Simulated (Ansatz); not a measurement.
## Lattice dynamics of YbPb (P4/mmm)

Wanted: phonon frequencies of YbPb (P4/mmm) and what follows from them.

Main program and level: Ansatz 0.2.0; DFT PBEsol, scalar-relativistic, plane waves, PAW.

**1. Set-up**

Symmetry: P4/mmm, No. 123, tetragonal system. The conventional cell has a = 3.596 Å, b = 3.596 Å, c = 4.443 Å, α = 90.00°, β = 90.00°, γ = 90.00°. Yb has 8 Pb at 3.38 Å and 4 Yb at 3.60 Å nearest. Pb has 8 Yb at 3.38 Å and 4 Pb at 3.60 Å nearest. Farther neighbours are not listed.

**2. Bringing the structure to rest**

The cell and atoms are relaxed, since residual forces and stress would shift the frequencies.

input.yaml

```yaml
crystal:
  lattice:
    - [3.5956379823, 0.0, 0.0]
    - [0.0, 3.5956379823, 0.0]
    - [0.0, 0.0, 4.443]
  atoms:
    - { symbol: Yb, position: [0.5, 0.5, 0.5] }
    - { symbol: Pb, position: [0.0, 0.0, 0.0] }
kpoints:
  mp_grid: { grid: [12, 12, 10] }
hamiltonian:
  xc: pbesol
scf:
  occupations: { method: gaussian, width: 0.1 }
output:
  forces: true
  stress: true
  eigenvalues: true
  write_density: true
  write_potential: true
  elf: true
  volumetric_format: npy
relax:
  adjacent_minimum: "off"
  f_tol: 0.005
  max_steps: 80
  cell: { stress_tol: 0.05 }
```

Command:

```console
$ ansatz run input.yaml --threads 8 --pin off --max-ram 14336MiB --backend cpu --events-out ev --progress --plain --runs-dir out
```

Numbers of over 12 decimals in the logs are rounded to 6 here.

What it wrote:

```text
Engine: ansatz 0.2.0, x86_64-unknown-linux-gnu
Pseudopotentials: kind: paw
Pseudopotential: Yb, paw, valence charge 24, recommended cutoff 420 eV (normal), Yb.paw.azcp
Pseudopotential: Pb, paw, valence charge 14, recommended cutoff 420 eV (normal), Pb.paw.azcp
Functional definition: PBEsol
  exchange = pbesol_x
  correlation = pbesol_c
Crystal: 2 atoms, lattice volume = 57.442 Å³
Basis set: ecut = 420 eV, 1111 PW (Γ), exchange–correlation on 50×50×60 points (8 copies of the dense FFT grid, shifted against one another)
Bands: 23, of which v1, the nominal top of the filled ones, is band 19 counted from 1 (18 counted from 0)
Symmetry: 16 space group operations
Space group: P4/mmm (ITA 123), of the structure as read, at distance tolerance 3.9e-5 Å
k-points: 168 of 1440
Non-local potential: Yb, projectors of the file, l = 0: 3, l = 1: 2, l = 2: 2, l = 3: 3
Non-local potential: Pb, projectors of the file, l = 0: 2, l = 1: 2, l = 2: 2, l = 3: 2
PAW form: soft (Blöchl's): semilocal exchange-correlation on the pseudo side does not see the compensation charge
PAW frozen core: Yb, regenerated for the run's functional, and the local potential with it (the file was generated under x = pbe(κ = 0.804, μ = 0.219515), c = pbe(β = 0.066725))
PAW frozen core: Pb, regenerated for the run's functional, and the local potential with it (the file was generated under x = pbe(κ = 0.804, μ = 0.219515), c = pbe(β = 0.066725))
PAW one-centre angular grid: Yb, 590 points (default); XC on 64 Gauss nodes
PAW one-centre angular grid: Pb, 590 points (default); XC on 64 Gauss nodes
Initial density: superposition of atomic densities (neutral atoms: chi_scale 0, normalization atom), corrected by the library's trained network
Initial wavefunctions: pseudopotential atomic-orbital guess
Functional: x = pbesol(κ = 0.804, μ = 0.123457), c = pbesol(β = 0.046)
SCF iter   1: F=—  HF=-25432.506445 eV  |F-HF|=—  |Δ(HF+E_count)|=         —  Δρ=6.69e-3  dr2=2.65e-2  ethr=1.77e-3  ⟨swp⟩=5.6  Hψ=16661  notcnv=0
preconditioner: auto → Kerker (q_TF=auto, 2.547 Å⁻¹)  [metal: Δε(μ)=0.028 eV  Ē_g=11.926 eV  σ=0.100 eV  W_gap=0.16  n_scr=18 (ndim 8)  ℏωp=29.4 eV  f_vac=0.000  D(μ)=1.37/eV (n_scr^D=6)]
SCF iter   2: F=—  HF=-25432.501198 eV  |F-HF|=—  |Δ(HF+E_count)|=   5.25e-3  Δρ=2.76e-3  dr2=6.28e-3  ethr=6.96e-5  ⟨swp⟩=2.0  Hψ=8179  notcnv=0  defer=1
SCF iter   3: F=—  HF=-25432.499694 eV  |F-HF|=—  |Δ(HF+E_count)|=   1.50e-3  Δρ=1.28e-3  dr2=1.96e-3  ethr=1.65e-5  ⟨swp⟩=1.7  Hψ=4498  notcnv=0  defer=1
SCF iter   4: F=—  HF=-25432.499511 eV  |F-HF|=—  |Δ(HF+E_count)|=   1.83e-4  Δρ=3.41e-4  dr2=1.15e-4  ethr=5.16e-6  ⟨swp⟩=2.2  Hψ=6074  notcnv=0  defer=1
SCF iter   5: F=—  HF=-25432.499522 eV  |F-HF|=—  |Δ(HF+E_count)|=   1.06e-5  Δρ=1.95e-4  dr2=3.57e-5  ethr=3.04e-7  ⟨swp⟩=2.0  Hψ=7043  notcnv=0  defer=1
SCF iter   6: F=—  HF=-25432.499507 eV  |F-HF|=—  |Δ(HF+E_count)|=   1.43e-5  Δρ=3.76e-5  dr2=1.29e-6  ethr=9.40e-8  ⟨swp⟩=2.2  Hψ=6585  notcnv=0  defer=1
SCF iter   7: F=—  HF=-25432.499507 eV  |F-HF|=—  |Δ(HF+E_count)|=   3.93e-7  Δρ=1.29e-5  dr2=1.96e-7  ethr=3.39e-9  ⟨swp⟩=2.0  Hψ=7064  notcnv=0  defer=1
SCF iter   8: F=-25432.499507 eV  HF=-25432.499507 eV  |F-HF|=6.40e-9  |Δ(HF+E_count)|=   1.67e-7  Δρ=3.40e-6  dr2=1.24e-8  ethr=2.63e-10  ⟨swp⟩=13.1  Hψ=40543  notcnv=0
SCF 1 converged in 8 iterations: F = -25432.499507 eV  dr2 = 1.24e-8
  Residual-converged pass: ⟨swp⟩=1.0  Hψ=4546  notcnv=0  max |occ|·‖R‖ = 7.1e-9 eV (tolerance 1.0e-8 eV)  dr2=1.24e-8  dr2_onsite=3.97e-9  max |Δocc| = 4.2e-11
  greatest PAW one-centre occupation: 0.996 electrons in one spin orbital (limit 2), on the Yb atom at site 0 (counted from 0), in its partial waves of l = 0
relax step   1: F+E_penalty+E_count = -25432.49950673 eV  Δ(F+E_penalty+E_count) = +0.000e0 eV  max|allowed force component| = 5.359e-29 eV/Å  Δτ_max = 0.0000 Å  P = -1.904 GPa  Ω = 57.442 Å³  (8 SCF iters, dr2 threshold 1.00e-7 eV, accepted)
Crystal: 2 atoms, lattice volume = 54.833 Å³
Basis set: ecut = 420 eV, 1075 PW (Γ), exchange–correlation on 50×50×60 points (8 copies of the dense FFT grid, shifted against one another)
Initial density: handed on by an earlier stage of this run
Initial wavefunctions: those handed on with the density
iter 1 solved again at ethr=4.56e-5 eV; its pass at ethr=3.10e-3 eV (dr2=1.73e-2 eV) is discarded
SCF iter   1: F=—  HF=-25432.519214 eV  |F-HF|=—  |Δ(HF+E_count)|=         —  Δρ=6.65e-3  dr2=1.78e-2  ethr=4.56e-5  ⟨swp⟩=1.8  Hψ=25365  notcnv=0
preconditioner: auto → Kerker (q_TF=auto, 2.567 Å⁻¹)  [metal: Δε(μ)=0.017 eV  Ē_g=11.974 eV  σ=0.100 eV  W_gap=0.09  n_scr=18 (ndim 8)  ℏωp=30.1 eV  f_vac=0.000  D(μ)=1.58/eV (n_scr^D=6)]
SCF iter   2: F=—  HF=-25432.516930 eV  |F-HF|=—  |Δ(HF+E_count)|=   2.28e-3  Δρ=2.79e-3  dr2=3.17e-3  ethr=4.56e-5  ⟨swp⟩=1.6  Hψ=5130  notcnv=0
SCF iter   3: F=—  HF=-25432.516581 eV  |F-HF|=—  |Δ(HF+E_count)|=   3.49e-4  Δρ=5.41e-4  dr2=1.54e-4  ethr=8.33e-6  ⟨swp⟩=2.4  Hψ=6392  notcnv=0
SCF iter   4: F=—  HF=-25432.516534 eV  |F-HF|=—  |Δ(HF+E_count)|=   4.66e-5  Δρ=1.22e-4  dr2=1.26e-5  ethr=4.06e-7  ⟨swp⟩=2.0  Hψ=6712  notcnv=0
SCF iter   5: F=—  HF=-25432.516536 eV  |F-HF|=—  |Δ(HF+E_count)|=   1.65e-6  Δρ=6.19e-5  dr2=2.51e-6  ethr=3.30e-8  ⟨swp⟩=2.0  Hψ=6591  notcnv=0
SCF iter   6: F=—  HF=-25432.516535 eV  |F-HF|=—  |Δ(HF+E_count)|=   6.88e-7  Δρ=2.24e-5  dr2=4.80e-7  ethr=6.61e-9  ⟨swp⟩=2.1  Hψ=6372  notcnv=0
SCF iter   7: F=-25432.516535 eV  HF=-25432.516535 eV  |F-HF|=1.09e-7  |Δ(HF+E_count)|=   9.83e-8  Δρ=7.13e-6  dr2=6.39e-8  ethr=5.26e-10  ⟨swp⟩=12.4  Hψ=37231  notcnv=0
SCF 2 converged in 7 iterations: F = -25432.516535 eV  dr2 = 6.39e-8
  greatest PAW one-centre occupation: 0.997 electrons in one spin orbital (limit 2), on the Yb atom at site 0 (counted from 0), in its partial waves of l = 0
relax step   2: F+E_penalty+E_count = -25432.51653471 eV  Δ(F+E_penalty+E_count) = -1.703e-2 eV  max|allowed force component| = 2.564e-29 eV/Å  Δτ_max = 0.0000 Å  P = +0.009 GPa  Ω = 54.833 Å³  energy of the carried Pulay correction = +6.234e-4 eV  (7 SCF iters, dr2 threshold 2.00e-7 eV, accepted)
Crystal: 2 atoms, lattice volume = 54.815 Å³
Basis set: ecut = 420 eV, 1059 PW (Γ), exchange–correlation on 50×50×60 points (8 copies of the dense FFT grid, shifted against one another)
iter 1 solved again at ethr=5.15e-7 eV; its pass at ethr=3.10e-3 eV (dr2=1.96e-4 eV) is discarded
SCF iter   1: F=—  HF=-25432.517083 eV  |F-HF|=—  |Δ(HF+E_count)|=         —  Δρ=3.94e-4  dr2=7.73e-5  ethr=5.15e-7  ⟨swp⟩=3.1  Hψ=24714  notcnv=0
preconditioner: auto → Kerker (q_TF=auto, 2.567 Å⁻¹)  [metal: Δε(μ)=0.013 eV  Ē_g=12.027 eV  σ=0.100 eV  W_gap=0.07  n_scr=18 (ndim 8)  ℏωp=30.1 eV  f_vac=0.000  D(μ)=1.49/eV (n_scr^D=6)]
SCF iter   2: F=—  HF=-25432.517072 eV  |F-HF|=—  |Δ(HF+E_count)|=   1.09e-5  Δρ=1.89e-4  dr2=1.99e-5  ethr=2.03e-7  ⟨swp⟩=1.1  Hψ=4124  notcnv=0
SCF iter   3: F=—  HF=-25432.517070 eV  |F-HF|=—  |Δ(HF+E_count)|=   2.46e-6  Δρ=4.73e-5  dr2=1.80e-6  ethr=5.24e-8  ⟨swp⟩=2.0  Hψ=5358  notcnv=0
SCF iter   4: F=—  HF=-25432.517070 eV  |F-HF|=—  |Δ(HF+E_count)|=   8.30e-8  Δρ=9.86e-6  dr2=6.79e-8  ethr=4.74e-9  ⟨swp⟩=2.2  Hψ=6536  notcnv=0
iter 5 did not close the SCF: its close was put off for the readings that it lacked (scf_convergence_deferred on its scf_iter line)
SCF iter   5: F=-25432.517069 eV  HF=-25432.517070 eV  |F-HF|=5.56e-8  |Δ(HF+E_count)|=   2.80e-9  Δρ=6.15e-6  dr2=2.16e-8  ethr=1.79e-10  ⟨swp⟩=2.4  Hψ=7174  notcnv=0
SCF iter   6: F=-25432.517070 eV  HF=-25432.517070 eV  |F-HF|=4.59e-9  |Δ(HF+E_count)|=   3.60e-9  Δρ=1.41e-6  dr2=1.05e-9  ethr=5.67e-11  ⟨swp⟩=8.3  Hψ=32494  notcnv=0
SCF 3 converged in 6 iterations: F = -25432.517070 eV  dr2 = 1.05e-9
relax step   3: F+E_penalty+E_count = -25432.51706955 eV  Δ(F+E_penalty+E_count) = -5.348e-4 eV  max|allowed force component| = 1.597e-29 eV/Å  Δτ_max = 0.0000 Å  P = +0.012 GPa  Ω = 54.815 Å³  energy of the carried Pulay correction = +6.282e-4 eV  (6 SCF iters, dr2 threshold 2.00e-7 eV, accepted)
[...]
relax step   4: F+E_penalty+E_count = -25432.51737986 eV  Δ(F+E_penalty+E_count) = -3.103e-4 eV  max|allowed force component| = 7.455e-29 eV/Å  Δτ_max = 0.0000 Å  P = +0.002 GPa  Ω = 54.804 Å³  energy of the carried Pulay correction = +6.315e-4 eV  (6 SCF iters, dr2 threshold 8.51e-8 eV, accepted)
Basis set: ecut = 420 eV, 1035 PW (Γ), exchange–correlation on 48×48×60 points (8 copies of the dense FFT grid, shifted against one another)
Initial wavefunctions: pseudopotential atomic-orbital guess (no wavefunctions were taken with the density)
iter 1 solved again at ethr=8.52e-8 eV; its pass at ethr=3.10e-3 eV (dr2=3.24e-5 eV) is discarded
SCF iter   1: F=—  HF=-25432.516826 eV  |F-HF|=—  |Δ(HF+E_count)|=         —  Δρ=5.80e-5  dr2=3.80e-7  ethr=8.52e-8  ⟨swp⟩=4.6  Hψ=31983  notcnv=0
preconditioner: auto → Kerker (q_TF=auto, 2.567 Å⁻¹)  [metal: Δε(μ)=0.012 eV  Ē_g=12.021 eV  σ=0.100 eV  W_gap=0.07  n_scr=18 (ndim 8)  ℏωp=30.1 eV  f_vac=0.000  D(μ)=1.55/eV (n_scr^D=6)]
SCF iter   2: F=—  HF=-25432.516822 eV  |F-HF|=—  |Δ(HF+E_count)|=   4.15e-6  Δρ=3.83e-5  dr2=3.77e-7  ethr=1.00e-9  ⟨swp⟩=2.3  Hψ=7106  notcnv=0
SCF iter   3: F=—  HF=-25432.516822 eV  |F-HF|=—  |Δ(HF+E_count)|=   1.28e-7  Δρ=6.25e-6  dr2=2.39e-8  ethr=9.93e-10  ⟨swp⟩=2.5  Hψ=6344  notcnv=0
SCF iter   4: F=—  HF=-25432.516822 eV  |F-HF|=—  |Δ(HF+E_count)|=   1.67e-8  Δρ=1.70e-6  dr2=1.32e-9  ethr=6.28e-11  ⟨swp⟩=2.0  Hψ=7060  notcnv=0
SCF iter   5: F=—  HF=-25432.516822 eV  |F-HF|=—  |Δ(HF+E_count)|=  2.62e-10  Δρ=4.88e-7  dr2=9.51e-11  ethr=3.47e-12  ⟨swp⟩=2.0  Hψ=7089  notcnv=0
SCF iter   6: F=—  HF=-25432.516822 eV  |F-HF|=—  |Δ(HF+E_count)|=  1.09e-11  Δρ=1.12e-7  dr2=3.56e-12  ethr=1.00e-12  ⟨swp⟩=8.1  Hψ=25094  notcnv=0
SCF iter   7: F=-25432.516822 eV  HF=-25432.516822 eV  |F-HF|=0.00e0  |Δ(HF+E_count)|=    0.00e0  Δρ=3.18e-8  dr2=5.32e-13  ethr=1.00e-12  ⟨swp⟩=6.1  Hψ=19983  notcnv=0
SCF 5 converged in 7 iterations: F = -25432.516822 eV  dr2 = 5.32e-13
relax step   5: F+E_penalty+E_count = -25432.51682160 eV  Δ(F+E_penalty+E_count) = +5.583e-4 eV  max|allowed force component| = 2.761e-29 eV/Å  Δτ_max = 0.0000 Å  P = -0.007 GPa  Ω = 54.804 Å³  stress off target by 1.83e-2 GPa  SCF on the basis re-selected at this cell (its energy is not comparable with the rows above)  (7 SCF iters)
basis re-selected at this cell: Δ(F+E_penalty+E_count) = +5.583e-4 eV, ΔP = -0.009 GPa vs the last step (what re-selecting the basis moved, of the pressure what is left beyond the Pulay correction that the steps carried, after the strain that the cell walked since its last selection, with what the two solves' SCF thresholds leave and, on support functions, any second-order correction that the steps lacked; it is no measure of the basis error at this ecutwfc). The dense FFT grid was sized anew with the basis: this SCF ran on 24×24×30 points, the steps before it on 25×25×30, so part of this shift can come from that change (see relax.cell in the input reference). [rest of the remark cut]
SCF converged after 7 iterations
Free energy (F): -25432.516822 eV
Harris-Foulkes:  -25432.516822 eV  (|F-HF|=0.00e0)
Internal energy: -25432.509089 eV  (E = F + TS)
E sigma→0 (E₀):  -25432.512955 eV
Entropy (-TS):   -0.007733 eV (-3.866 meV/atom)
Fermi energy:    13.278079 eV
--- Per-component energies (eV) ---
  E_band       = 59.886914
  E_kinetic    = 649.569553
  E_local      = -6965.032135  (includes V_loc(G=0)·N_el)
  E_nonlocal   = 904.729543
  E_hartree    = 3016.435736
  E_xc         = -382.173361
  E_vxc        = -337.246524  (∫ρ·V_xc dr)
  E_paw        = -17494.786125  (= ΣΔE_a)
  E_vpaw       = -225.005040  (= ΣTr[D̂ρ^β])
  E_aug_tail   = 0.000052  (compensation charges beyond the density's cutoff)
  E_ewald      = -5162.443662
  E_core_change = 1.191311  (= ΣΔE_core)
  E_smearing   = -0.007733  (= −TS)
  E_closure    = -0.000000  (closes the sum)
  Σ components = -25432.516822   (vs F -25432.516822, Δ=0.00e0)
--- Forces (eV/Å), atoms counted from 1 ---
  atom   1  Yb    -0.00000000     0.00000000     0.00000000
  atom   2  Pb     0.00000000     0.00000000     0.00000000
  max |Σ_I F_I| component: 5.21e-29 eV/Å
--- Stress (GPa, compression-positive) ---
       -0.001214       0.000000       0.000000
        0.000000      -0.001214       0.000000
        0.000000       0.000000      -0.018343
  P = ⅓ Tr σ = -0.0069 GPa (-0.069 kbar)
--- Band table (eV; the first three rows and the last of 168) ---
  k-point 0: bands = [... 15 lower, 12.8709, 12.8709, 12.8755, 13.3665, 14.0372, 16.7267, 16.7267, 17.1701]
  k-point 1: bands = [... 15 lower, 12.8738, 12.8738, 12.8758, 14.0455, 14.1238, 16.4058, 16.4058, 17.4936]
  k-point 2: bands = [... 15 lower, 12.8764, 12.8831, 12.8831, 14.0675, 15.0352, 15.8946, 15.8946, 18.4183]
  k-point 167: bands = [... 15 lower, 12.8944, 12.8945, 12.8945, 12.9162, 12.9170, 16.8493, 17.2877, 17.2877]
--- Relaxed structure (4 steps of the walk, 4 accepted, 1 SCFs on fresh bases) ---
  F+E_penalty+E_count = -25432.51682160 eV   max|allowed force component| = 2.761e-29 eV/Å   (the final SCF, on the basis selected at the relaxed cell)
  cell:  # Å, volume = 54.8039 Å³
    - [3.515065, 0, 0.0]
    - [0, 3.515065, 0.0]
    - [0.0, 0.0, 4.435519]
  atoms:
    - { symbol: Yb, position: [0.500000, 0.500000, 0.500000] }
    - { symbol: Pb, position: [0, 0, 0.0] }
```

It took 7.7 s on 8 threads of AMD EPYC 9R14 (Zen 4), shared host; peak memory 0.65 GiB.

The steps of the relaxation:

| step | energy less that of the first step (eV) | largest force component (eV/Å) | pressure (GPa) | volume (Å³) |
| --- | --- | --- | --- | --- |
| 1 | 0.0000 | 0.0000 | -1.90 | 57.44 |
| 2 | -0.0170 | 0.0000 | 0.01 | 54.83 |
| 3 | -0.0176 | 0.0000 | 0.01 | 54.81 |
| 4 | -0.0179 | 0.0000 | 0.00 | 54.80 |
| 5* | -0.0173 | 0.0000 | -0.01 | 54.80 |

Relaxation steps marked * repeat the geometry before them on a plane-wave basis chosen anew for their cell, so energy and pressure can jump there.

The run keeps the 16 symmetry operations that it works with, so distortions that break them were not tested.

| conventional cell, symmetrised | before | after | change |
| --- | --- | --- | --- |
| a (Å) | 3.596 | 3.515 | -2.2 % |
| b (Å) | 3.596 | 3.515 | -2.2 % |
| c (Å) | 4.443 | 4.436 | -0.2 % |
| volume (Å³/atom) | 28.72 | 27.40 | -4.6 % |

Final coordinates:

```
Yb Pb
1.0
     3.51507    0.00000    0.00000
     0.00000    3.51507    0.00000
     0.00000    0.00000    4.43552
Yb Pb
1 1
Direct
  0.50000 0.50000 0.50000
  0.00000 0.00000 0.00000
```

This step gave:

```
pressure          : -0.006924 GPa
volume per atom   : 27.40 Å³
gap on the k-mesh : 0 eV
```

ELF in the ac plane at fractional y = 0.500, with atoms of Yb within 0.2 Å of it. It is the smooth field of the valence electrons, not physical close to the nuclei.

Values, 17 rows by 14 columns, each cell a mean:
```
0.28 0.28 0.27 0.25 0.22 0.18 0.15 0.14 0.16 0.19 0.23 0.26 0.27 0.28
0.30 0.30 0.28 0.24 0.18 0.13 0.10 0.09 0.10 0.14 0.20 0.25 0.28 0.30
0.32 0.31 0.27 0.19 0.12 0.08 0.06 0.05 0.06 0.08 0.14 0.21 0.28 0.31
0.32 0.28 0.20 0.11 0.08 0.09 0.12 0.13 0.11 0.08 0.08 0.13 0.22 0.30
0.28 0.22 0.13 0.09 0.15 0.27 0.38 0.41 0.36 0.25 0.12 0.09 0.14 0.24
0.20 0.14 0.09 0.15 0.37 0.57 0.68 0.71 0.67 0.54 0.30 0.12 0.09 0.15
0.12 0.09 0.09 0.28 0.59 0.75 0.80 0.79 0.79 0.74 0.52 0.21 0.08 0.09
0.09 0.07 0.11 0.36 0.67 0.79 0.75 0.69 0.77 0.78 0.61 0.28 0.09 0.07
0.08 0.07 0.11 0.37 0.68 0.79 0.74 0.66 0.75 0.79 0.62 0.29 0.10 0.07
0.11 0.08 0.09 0.30 0.61 0.77 0.79 0.78 0.80 0.75 0.54 0.23 0.09 0.09
0.17 0.12 0.08 0.18 0.44 0.65 0.74 0.76 0.73 0.62 0.37 0.14 0.09 0.13
0.26 0.20 0.11 0.10 0.19 0.35 0.47 0.51 0.45 0.32 0.16 0.09 0.13 0.21
0.32 0.27 0.19 0.10 0.08 0.11 0.16 0.18 0.15 0.10 0.08 0.12 0.20 0.29
0.33 0.31 0.25 0.17 0.10 0.07 0.06 0.06 0.06 0.07 0.11 0.19 0.27 0.31
0.31 0.30 0.28 0.24 0.17 0.12 0.09 0.08 0.09 0.13 0.19 0.25 0.29 0.30
0.28 0.28 0.27 0.25 0.22 0.17 0.14 0.13 0.15 0.18 0.23 0.26 0.28 0.28
0.27 0.27 0.27 0.26 0.23 0.19 0.17 0.16 0.17 0.20 0.24 0.26 0.27 0.27
```
Columns run along a (3.5 Å), rows up along c (4.4 Å). Atoms in or near the plane, at fractional coordinates: Yb at (0.50, 0.50).

Valence density in the ac plane at fractional y = 0.500, with atoms of Yb within 0.2 Å of it. It is the smooth field of the valence electrons, not physical close to the nuclei.

Ten steps, logarithmic in the rise over the least value, from '_' (0 e/Å³) to '@' (36 e/Å³), each cell a mean:
```
____________________________
____________________________
____________________________
____________________________
__________..::::::..________
________::--++++==--..______
______..--**##%%##++--..____
______::==##@@@@%%##==..____
______::++##@@@@@@##==..____
______..==**%%%%##**--..____
______..::==++**++==::______
________..::::--::....______
______________..____________
____________________________
____________________________
____________________________
____________________________
```
Columns run along a (3.5 Å), rows up along c (4.4 Å). Atoms in or near the plane, at fractional coordinates: Yb at (0.50, 0.50).

Electrostatic potential energy in the ac plane at fractional y = 0.500, with atoms of Yb within 0.2 Å of it. With pseudopotentials it is smooth inside the atoms' cores, unlike the true potential.

Values in eV, 17 rows by 14 columns, each cell a mean:
```
 15  15  15  15  15  15  15  15  15  15  15  15  15  15
 15  15  15  15  15  15  14  14  14  15  15  15  15  15
 15  15  15  14  14  13  12  12  12  13  14  14  15  15
 15  15  14  13  11   9   7   6   7   9  11  13  14  15
 15  14  13  10   6   0  -5  -7  -4   1   8  11  13  14
 14  13  11   6  -4 -15 -23 -25 -21 -13  -1   8  12  13
 13  12   9   0 -16 -30 -40 -43 -38 -27 -12   3  10  12
 12  11   8  -4 -22 -39 -47 -48 -46 -36 -18  -1   9  12
 12  11   7  -5 -23 -40 -47 -48 -47 -37 -19  -1   8  12
 13  12   9  -1 -18 -32 -42 -45 -41 -29 -13   2   9  12
 14  13  10   5  -8 -20 -28 -31 -27 -18  -4   7  11  13
 14  14  12  10   4  -3 -10 -12  -9  -2   6  10  13  14
 15  15  14  12  10   8   5   4   6   8  11  13  14  15
 15  15  15  14  13  12  11  11  11  12  13  14  15  15
 15  15  15  15  15  14  14  14  14  14  15  15  15  15
 15  15  15  15  15  15  15  15  15  15  15  15  15  15
 15  15  15  15  16  16  16  16  16  16  16  15  15  15
```
Columns run along a (3.5 Å; values clipped at the 3rd and 97th percentile), rows up along c (4.4 Å). Atoms in or near the plane, at fractional coordinates: Yb at (0.50, 0.50).

In this step the volume went from 28.72 to 27.40 Å³/atom.

(Continued in part 2 of 3.)

[Logs are printed without paths, hosts, clocks, repeated set-up lines and the standing remarks that a program may print on its own settings, such as how far it seeks lower states.]

[Hosts, paths, dates, database ids (printed as entryN), source tags and the programs' standing remarks are cut or masked in the printed files.]
